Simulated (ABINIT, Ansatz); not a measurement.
# A GW chain in ABINIT: MoF6 (Im-3m)

How does a plane-wave GW calculation on MoF6 (Im-3m) run from the first input to the gap?

Main program and level: ABINIT 10.8.3; LDA and many-body steps on it, plane waves.

## Step 1: The structure

The structure is cubic, space group Im-3m (No. 229). Conventional cell: a = 6.335 Å, b = 6.335 Å, c = 6.335 Å, α = 90.00°, β = 90.00°, γ = 90.00°. Nearest to Mo lie 6 F at 1.83 Å. F has 1 Mo at 1.83 Å nearest. Farther neighbours and most contacts between anions are not listed.

The cell and positions are those that the Materials Project relaxed with its own functionals (PBE, PBE+U or r2SCAN), kept fixed.

## Step 2: Ground state

This step: ABINIT 10.8.3; DFT, LDA, plane waves, norm-conserving pseudopotentials.

The ground-state density comes first.

run.abi

```
acell 3*1.0 Angstrom
rprim 
  -3.167343216100 3.167343216100 3.167343216100
  3.167343216100 -3.167343216100 3.167343216100
  3.167343216100 3.167343216100 -3.167343216100
ntypat 2
znucl 42 9
natom 7
typat 1 2 2 2 2 2 2
xred 
  0.000000000000 0.000000000000 0.000000000000
  0.710671220000 0.710671220000 0.000000000000
  0.289328780000 0.289328780000 0.000000000000
  0.000000000000 0.289328780000 0.289328780000
  0.000000000000 0.710671220000 0.710671220000
  0.710671220000 0.000000000000 0.710671220000
  0.289328780000 0.000000000000 0.289328780000
pp_dirpath "pseudos"
pseudos "Mo.upf, F.upf"
ecut 36
ngkpt 6 6 6
nshiftk 1
shiftk 0 0 0
kptopt 1
chksymbreak 0
nband 35
occopt 1
tolvrs 1e-10
nstep 60
prtwf 0
optforces 0
optstress 0
indata_prefix "in"
outdata_prefix "out"
tmpdata_prefix "tmp"
```

Launch:

```bash
$ OMP_NUM_THREADS=1 mpirun -n 4 abinit run.abi > log
```

Numbers of over 12 decimals in the logs are rounded to 6 here.

Output:

```text
.Version 10.8.3 of ABINIT. v10.8.2 released Aug 2026.

 Symmetries : space group Im -3 m (#229); Bravais cI (body-center cubic)
================================================================================
 Values of the parameters that define the memory need of the present run
     intxc =       0    ionmov =       0      iscf =       7    lmnmax =       6
     lnmax =       6     mgfft =      60  mpssoang =       3    mqgrid =    3001
     natom =       7  nloc_mem =       1    nspden =       1   nspinor =       1
    nsppol =       1      nsym =      48    n1xccc =    2501    ntypat =       2
    occopt =       1   xclevel =       1
-    mband =          35        mffmem =           1         mkmem =           4
       mpw =        8884          nfft =      216000          nkpt =          16
================================================================================
  Rough estimation (10% accuracy) of disk space for files :
================================================================================

--------------------------------------------------------------------------------
------------- Echo of variables that govern the present computation ------------
--------------------------------------------------------------------------------
 -outvars: echo values of preprocessed input variables --------
            acell      1.8897261259E+00  1.8897261259E+00  1.8897261259E+00 Bohr

      chksymbreak           0
             ecut      3.60000000E+01 Hartree
-          fftalg         312

              ixc       -1012
              kpt      0.00000000E+00  0.00000000E+00  0.00000000E+00
                       1.66666667E-01  0.00000000E+00  0.00000000E+00
                       3.33333333E-01  0.00000000E+00  0.00000000E+00
                       5.00000000E-01  0.00000000E+00  0.00000000E+00
                       1.66666667E-01  1.66666667E-01  0.00000000E+00
                       3.33333333E-01  1.66666667E-01  0.00000000E+00
                       3.33333333E-01  3.33333333E-01  0.00000000E+00
                       1.66666667E-01  1.66666667E-01  1.66666667E-01
                       3.33333333E-01  1.66666667E-01  1.66666667E-01
   [... 5 further rows ...]
                       5.00000000E-01  5.00000000E-01  3.33333333E-01
                       5.00000000E-01  5.00000000E-01  5.00000000E-01
         kptrlatt        6    0    0      0    6    0      0    0    6
          kptrlen      6.22022181E+01
P           mkmem           4
            natom           7
            nband          35
            ngfft          60      60      60
             nkpt          16
            nstep          60
             nsym          48
           ntypat           2
              occ      2.000000  2.000000  2.000000  2.000000  2.000000  2.000000
                       2.000000  2.000000  2.000000  2.000000  2.000000  2.000000
                       2.000000  2.000000  2.000000  2.000000  2.000000  2.000000
                       2.000000  2.000000  2.000000  2.000000  2.000000  2.000000
                       2.000000  2.000000  2.000000  2.000000  0.000000  0.000000
                       0.000000  0.000000  0.000000  0.000000  0.000000
        optforces           0
        optstress           0
            prtwf           0
            rprim     -3.1673432161E+00  3.1673432161E+00  3.1673432161E+00
[...]
spgroup         229

           tolvrs      1.00000000E-10

             xred      0.0000000000E+00  0.0000000000E+00  0.0000000000E+00
[...]
znucl       42.00000    9.00000

================================================================================

 chkinp: Checking input parameters for consistency.

================================================================================
== DATASET  1 ==================================================================
-   mpi_nproc: 4, omp_nthreads: 1 (-1 if OMP is not activated)

--- !DatasetInfo
iteration_state: {dtset: 1, }
dimensions: {natom: 7, nkpt: 16, mband: 35, nsppol: 1, nspinor: 1, nspden: 1, mpw: 8884, }
cutoff_energies: {ecut:  36.0, pawecutdg:  -1.0, }
electrons: {nelect:   5.60000000E+01, charge:   0.00000000E+00, occopt:   1.00000000E+00, tsmear:   1.00000000E-02, }

 Real(R)+Recip(G) space primitive vectors, cartesian coordinates (Bohr,Bohr^-1):
 R(1)= -5.9854112  5.9854112  5.9854112  G(1)=  0.0000000  0.0835364  0.0835364
 R(2)=  5.9854112 -5.9854112  5.9854112  G(2)=  0.0835364  0.0000000  0.0835364
 R(3)=  5.9854112  5.9854112 -5.9854112  G(3)=  0.0835364  0.0835364  0.0000000
 Unit cell volume ucvol=  8.5771296E+02 bohr^3
 Angles (23,13,12)=  1.09471221E+02  1.09471221E+02  1.09471221E+02 degrees

 getcut: wavevector=  0.0000  0.0000  0.0000  ngfft=  60  60  60
         ecut(hartree)=     36.000   => boxcut(ratio)=   2.14279

--- Pseudopotential description ------------------------------------------------
- Mo Generated using ONCVPSP code by D. R. Hamann
- 42.00000  14.00000  180309                  znucl, zion, pspdat
12 -1012 2 -1 1602                            pspcod,pspxc,lmax,lloc,mmax
     nproj     2     2     2
  pspatm : epsatm=   15.87300509
         --- l  ekb(1:nproj) -->
[...]
pspatm: atomic psp has been read  and splines computed

- F Generated using ONCVPSP code by D. R. Hamann
-  9.00000   7.00000  201202                  znucl, zion, pspdat
12 -1012 2 -1 824                             pspcod,pspxc,lmax,lloc,mmax
     nproj     2     2     1
  pspatm : epsatm=    4.94580260
         --- l  ekb(1:nproj) -->
[...]
2   -2.364936
 pspatm: atomic psp has been read  and splines computed

   2.55067796E+03                                ecore*ucvol(ha*bohr**3)
--------------------------------------------------------------------------------

_setup2: Arith. and geom. avg. npw (full set) are    8843.819    8843.793

================================================================================

--- !BeginCycle
iteration_state: {dtset: 1, }
solver: {iscf: 7, nstep: 60, nline: 4, wfoptalg: 0, }
tolerances: {tolvrs: 1.00E-10, }

     iter   Etot(hartree)      deltaE(h)  residm     vres2
 ETOT  1  -216.94706074735    -2.169E+02 1.592E-01 5.638E+03
 ETOT  2  -214.82167472259     2.125E+00 1.306E-01 1.767E+04
 ETOT  3  -217.82249147432    -3.001E+00 3.086E-02 9.630E+02
 ETOT  4  -217.83346056289    -1.097E-02 9.176E-03 9.124E+02
 ETOT  5  -217.77723190528     5.623E-02 4.301E-04 1.359E+03
 ETOT  6  -217.77764137351    -4.095E-04 3.961E-04 1.384E+03
 ETOT  7  -217.93247921330    -1.548E-01 4.875E-02 3.008E+01
 ETOT  8  -217.93717986186    -4.701E-03 2.812E-03 1.220E+01
 ETOT  9  -217.93861787719    -1.438E-03 1.219E-02 6.545E-02
 ETOT 10  -217.93862769063    -9.813E-06 3.308E-04 1.142E-02
 ETOT 11  -217.93862972107    -2.030E-06 1.991E-04 3.714E-04
 ETOT 12  -217.93862976630    -4.523E-08 3.010E-05 2.333E-05
 ETOT 13  -217.93862976953    -3.230E-09 1.208E-05 8.447E-08
 ETOT 14  -217.93862976956    -2.808E-11 1.528E-05 3.345E-10
 ETOT 15  -217.93862976954     1.998E-11 1.170E-05 1.877E-12

 At SCF step   15       vres2   =  1.88E-12 < tolvrs=  1.00E-10 =>converged.

--- !ResultsGS
iteration_state: {dtset: 1, }
comment   : Summary of ground state results
lattice_vectors:
- [ -5.9854112,   5.9854112,   5.9854112, ]
- [  5.9854112,  -5.9854112,   5.9854112, ]
- [  5.9854112,   5.9854112,  -5.9854112, ]
lattice_lengths: [  10.36704,   10.36704,   10.36704, ]
lattice_angles: [109.471, 109.471, 109.471, ] # degrees, (23, 13, 12)
lattice_volume:   8.5771296E+02
convergence: {deltae:  1.998E-11, res2:  1.877E-12, residm:  1.170E-05, diffor:  0.000E+00, }
etotal    :  -2.17938630E+02
entropy   :   0.00000000E+00
fermie    :  -1.61239442E-01
cartesian_stress_tensor: null
pressure_GPa: null
xred      :
- [  0.0000E+00,   0.0000E+00,   0.0000E+00, Mo]
- [  7.1067E-01,   7.1067E-01,   1.6364E-17,  F]
- [  2.8933E-01,   2.8933E-01,   6.6623E-18,  F]
- [  6.6623E-18,   2.8933E-01,   2.8933E-01,  F]
- [  1.6364E-17,   7.1067E-01,   7.1067E-01,  F]
- [  7.1067E-01,   1.6364E-17,   7.1067E-01,  F]
- [  2.8933E-01,   6.6623E-18,   2.8933E-01,  F]
cartesian_forces: null
force_length_stats: {min: null, max: null, mean: null, }

 Integrated electronic density in atomic spheres:
 ------------------------------------------------
 Atom  Sphere_radius  Integrated_density
[...]
================================================================================

 ----iterations are completed or convergence reached----

 Mean square residual over all n,k,spin=   29.609E-09; max=  11.695E-06
 reduced coordinates (array xred) for    7 atoms
[...]
0.000000000000      0.289328780000      0.289328780000
       0.000000000000      0.710671220000      0.710671220000
       0.710671220000      0.000000000000      0.710671220000
       0.289328780000      0.000000000000      0.289328780000
 rms dE/dt=  0.0000E+00; max dE/dt=  0.0000E+00; dE/dt below (all hartree)
    1       0.000000000000      0.000000000000      0.000000000000
    2       0.000000000000      0.000000000000      0.000000000000
    3       0.000000000000      0.000000000000      0.000000000000
    4       0.000000000000      0.000000000000      0.000000000000
    5       0.000000000000      0.000000000000      0.000000000000
    6       0.000000000000      0.000000000000      0.000000000000
    7       0.000000000000      0.000000000000      0.000000000000

 cartesian coordinates (angstrom) at end:
    1      0.000000     0.000000     0.000000
    2     -0.000000     0.000000     4.501879
    3      0.000000    -0.000000     1.832807
    4      1.832807    -0.000000     0.000000
    5      4.501879     0.000000    -0.000000
    6     -0.000000     4.501879     0.000000
    7     -0.000000     1.832807     0.000000
 length scales=  1.889726125908  1.889726125908  1.889726125908 bohr
              =  1.000000000000  1.000000000000  1.000000000000 angstroms
 prteigrs : about to open file out_EIG
 Fermi (or HOMO) energy (hartree) =  -0.16124   Average Vxc (hartree)=  -0.30134
 Eigenvalues (hartree) for nkpt=  16  k points:
 kpt#   1, nband= 35, wtk=  0.00463, kpt=  0.0000  0.0000  0.0000 (reduced coord)
  -2.38979   -1.44480   -1.44480   -1.44480   -0.89375   -0.89088   -0.89088   -0.85413
  -0.85413   -0.85413   -0.31223   -0.31223   -0.27915   -0.27915   -0.27915   -0.26408
  -0.20365   -0.20365   -0.20365   -0.19510   -0.19510   -0.19510   -0.17540   -0.17540
  -0.17540   -0.16124   -0.16124   -0.16124    0.00079    0.00079    0.00079    0.16447
   0.16546    0.16546    0.39215
 prteigrs : prtvol=0 or 1, do not print more k-points.

--- !EnergyTerms
iteration_state     : {dtset: 1, }
comment             : Components of total free energy in Hartree
kinetic             :  1.17731989074921E+02
hartree             :  9.44339805465074E+01
xc                  : -4.22526344693771E+01
Ewald energy        : -9.93626514019109E+01
psp_core            :  2.97381300595834E+00
local_psp           : -2.84306718786070E+02
non_local_psp       : -7.15640773956599E+00
total_energy        : -2.17938629769537E+02
total_energy_eV     : -5.93041223257871E+03
band_energy         : -3.18112807710798E+01

== END DATASET(S) ==============================================================
================================================================================

 -outvars: echo values of variables after computation  --------
           etotal     -2.1793862977E+02
            nband          35
             nkpt          16
          spgroup         229
 [... the other variables as echoed above ...]

 Calculation completed.
```

Elapsed: 2.3 min, on 4 MPI ranks of Arm Neoverse N1, shared host; peak memory 0.5 GiB.

This step gave:

| Property | Result |
| --- | --- |
| total energy | -5930.4122 eV |
| gap | 4.278 eV |
| k of the valence top | 0, 0, 0 |
| k of the conduction bottom | 0.3333, 0.3333, 0 |
| least direct gap | 4.374 eV |

The gap is indirect, with the least direct gap 0.10 eV higher.

(Continued in part 2 of 3.)

[Paths, hosts, dates, memory and timing lines, banners, echoed tables and standing remarks are left out of the program output.]

[Logs are printed without paths, hosts, clocks, repeated set-up lines and the standing remarks that a program may print on its own settings, such as how far it seeks lower states.]

[Runs of the session that timed out or met a known fault of the program may be left out.]

[Hosts, paths, dates, database ids (printed as entryN), source tags and the programs' standing remarks are cut or masked in the printed files.]

[G0W0 gaps are taken among the corrected bands and points alone; a level outside them can change the order at an edge.]

[Where Ansatz stands beside ABINIT at settings called matched, ABINIT's density can come from a denser mesh and the files from another edition; pairs whose starting gaps differed by over 0.03 eV were left out, so agreement reads better than it is.]
